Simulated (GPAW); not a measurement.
# STM contrast on H/Al(110), part 2 of 2

Wanted: filled- and empty-state images of H/Al(110), with its work function.

GPAW 26.7.0; GPAW, PAW setups; slab in vacuum, relaxation (the session's first sound run).

So far, upper work function (eV): step 2 (relaxation) 4.17.

### Step 3. The slab's potential (continued)

Tip height over the top atom over a1 and a2. Sample bias 0.5 V, constant current at the mean current 4.0 Å over the top atom.

Ten even steps from '_' (3.85 Å) to '@' (4.12 Å):
```
@@@@@@%%%%**++==--::::::::--==++**%%%%@@@@
@@@@@@%%##**++==--::::::::--==++**##%%@@@@
@@@@%%%%##**==--::::....::::--==**##%%%%@@
%%%%%%##**++==--::........::--==++**##%%%%
%%%%####**++--::....____....::--++**####%%
######**++==--::..________..::--==++**####
######**++==--::..________..::--==++**####
######**++==--::..________..::--==++**####
######**++==--::..________..::--==++**####
%%%%####**++--::....____....::--++**####%%
%%%%%%##**++==--::........::--==++**##%%%%
@@@@%%%%##**==--::::....::::--==**##%%%%@@
@@@@@@%%##**++==--::::::::--==++**##%%@@@@
@@@@@@%%%%**++==--::::::::--==++**%%%%@@@@
@@@@@@%%%%##++==----::::----==++##%%%%@@@@
```
Columns: a1 from 0 to 0.952; rows upwards: a2 from 0 to 0.933.

Local density of states summed over the bias window over a1 and a2. Sample bias 0.5 V, constant height 4.0 Å over the top atom.

Values in units of 1e-6 arbitrary, 15 rows by 16 columns, each cell a mean:
```
8.8 8.7 8.3 7.7 7.1 6.5 6.0 5.6 5.5 5.7 6.1 6.6 7.2 7.9 8.4 8.7
8.7 8.5 8.2 7.5 6.9 6.4 5.8 5.5 5.4 5.6 6.0 6.5 7.1 7.7 8.2 8.6
8.4 8.3 7.9 7.3 6.7 6.2 5.7 5.4 5.3 5.4 5.8 6.3 6.9 7.5 8.0 8.3
8.1 8.0 7.6 7.1 6.5 6.0 5.5 5.2 5.1 5.3 5.6 6.1 6.6 7.3 7.7 8.0
7.9 7.7 7.4 6.9 6.3 5.8 5.4 5.1 5.0 5.1 5.5 5.9 6.4 7.0 7.5 7.8
7.6 7.5 7.2 6.7 6.1 5.6 5.2 5.0 4.9 5.0 5.3 5.7 6.3 6.9 7.3 7.5
7.5 7.4 7.1 6.6 6.0 5.6 5.1 4.9 4.8 4.9 5.2 5.6 6.2 6.7 7.1 7.4
7.5 7.4 7.1 6.6 6.0 5.6 5.1 4.9 4.8 4.9 5.2 5.6 6.2 6.7 7.1 7.4
7.6 7.5 7.2 6.7 6.1 5.6 5.2 5.0 4.9 5.0 5.3 5.7 6.3 6.9 7.3 7.5
7.9 7.7 7.4 6.9 6.3 5.8 5.4 5.1 5.0 5.1 5.5 5.9 6.4 7.0 7.5 7.8
8.1 8.0 7.6 7.1 6.5 6.0 5.5 5.2 5.1 5.3 5.6 6.1 6.6 7.3 7.7 8.0
8.4 8.3 7.9 7.3 6.7 6.2 5.7 5.4 5.3 5.4 5.8 6.3 6.9 7.5 8.0 8.3
8.7 8.5 8.2 7.5 6.9 6.4 5.8 5.5 5.4 5.6 6.0 6.5 7.1 7.7 8.2 8.6
8.8 8.7 8.3 7.7 7.1 6.5 6.0 5.6 5.5 5.7 6.1 6.6 7.2 7.9 8.4 8.7
8.9 8.7 8.4 7.7 7.1 6.5 6.0 5.7 5.6 5.7 6.1 6.6 7.2 7.9 8.5 8.8
```
Columns: a1 from 0 to 0.952; rows upwards: a2 from 0 to 0.933.

Force by atom:

| atom | x (eV/Å) | y (eV/Å) | z (eV/Å) | size |
| --- | --- | --- | --- | --- |
| Al1 | 0.000 | 0.000 | 0.233 | 0.233 |
| Al2 | 0.000 | 0.000 | -0.221 | 0.221 |
| Al3 | 0.000 | 0.000 | -0.015 | 0.015 |
| Al4 | 0.000 | 0.000 | -0.023 | 0.023 |
| Al5 | 0.000 | 0.000 | 0.007 | 0.007 |
| H6 | 0.000 | 0.000 | 0.018 | 0.018 |

The potential is flat to 2.1e-4 eV/Å where it is read, so the vacuum is wide enough.

### Step 4. A changed run

One more run, with changed settings.

File run.py:

```python
import json
import numpy as np
from ase import Atoms
from gpaw import GPAW, PW

slab = Atoms(
    ['Al', 'Al', 'Al', 'Al', 'Al', 'H'],
    positions=[
        [0.00000, 0.00000, 8.00000],
        [2.02500, 1.43189, 9.43189],
        [0.00000, 0.00000, 10.92321],
        [2.02500, 1.43189, 12.24041],
        [0.00000, -0.00000, 13.77106],
        [2.02500, 1.43189, 13.99128]],
    cell=[[4.05, 0.0, 0.0], [0.0, 2.86378, 0.0], [0.0, 0.0, 22.22756]],
    pbc=[True, True, True])

slab.calc = GPAW(mode=PW(500), xc='PBE', kpts={'size': (8, 11, 1), 'gamma': True},
                 occupations={'name': 'fermi-dirac', 'width': 0.1}, nbands='200%',
                 convergence={'density': 1e-05}, maxiter=50,
                 poissonsolver={'dipolelayer': 'xy'},
                 symmetry={'tolerance': 1e-3}, txt='slab.txt')
result = {}
energy = slab.get_potential_energy()
fermi = slab.calc.get_fermi_level()
v = slab.calc.get_electrostatic_potential().mean((0, 1)) - fermi
n = slab.calc.get_pseudo_density().mean((0, 1))
L = slab.cell[2, 2]
z = np.arange(len(v)) * L / len(v)
low, high = slab.positions[:, 2].min(), slab.positions[:, 2].max()
below, above = np.interp([low - 5.8, high + 5.8], z, v)
slopes = [np.interp(x, z, np.gradient(v, z)) for x in (low - 5.8, high + 5.8)]
eps = np.array([[slab.calc.get_eigenvalues(k, s) for k in range(len(slab.calc.get_ibz_k_points()))]
                for s in range(slab.calc.get_number_of_spins())]) - fermi
top, bottom = eps[eps < 0].max(), eps[eps > 0].min()
dipole = slab.get_dipole_moment()[2]
print(f'energy {energy:.4f} eV, Fermi level {fermi:.4f} eV, dipole {dipole:.5f} e A')
print(f'potential 5.8 A off the faces, from the Fermi level: lower {below:.4f} eV, upper {above:.4f} eV')
print(f'slope of the potential there: lower {slopes[0]:.5f}, upper {slopes[1]:.5f} eV/A')
print(f'nearest levels on the mesh: {top:.4f} and {bottom:.4f} eV')
print('magnetic moment', round(slab.get_magnetic_moment(), 3))
result.update(energy=energy, fermi=fermi, dipole=dipole, below=below, above=above, slopes=slopes, edges=[top, bottom],
              z=z.tolist(), v=v.tolist(), n=n.tolist(), positions=slab.positions.tolist(),
              forces=slab.get_forces(apply_constraint=False).tolist(), moments=slab.get_magnetic_moments().tolist())
json.dump(result, open('result.json', 'w'))
```

The run is started by

```console
$ OMP_NUM_THREADS=1 OPENBLAS_NUM_THREADS=1 python run.py
```

Output:

```text
AssertionError
```

Elapsed: 0.65 s, on 1 thread of Arm Neoverse V2, shared host; peak memory 0.14 GiB.

The input was rejected at the start.

The fault put into the input: a dipole layer in a cell that repeats along the normal (pbc_z = true).

### Step 5. Summary of results

```json
{
  "work function, both faces": "4.17 eV",
  "dipole along the normal": "1.0e-4 e Å, near the numerical noise",
  "corrugation at -0.5 V": "0.0887 Å",
  "corrugation at 0.5 V": "0.275 Å"
}
```

What this shows: The corrugation at constant current is largest at 0.5 V, where the tip height varies by 0.28 Å over the cell. Negative sample bias images filled states, positive bias empty ones. The images are of Tersoff-Hamann type: an s-wave tip, no tip-sample forces, heights closer than in a microscope. The cell of 11.6 Å² holds one H, started on one chosen site; other sites and coverages weren't tried. The in-plane lattice was kept as typed, which isn't the functional's own and leaves some strain; spin-orbit coupling and temperature are left out.

[Logs are printed without paths, hosts, clocks, repeated set-up lines and the standing remarks that a program may print on its own settings, such as how far it seeks lower states.]

[Hosts, paths, dates, database ids (printed as entryN), source tags and the programs' standing remarks are cut or masked in the printed files.]
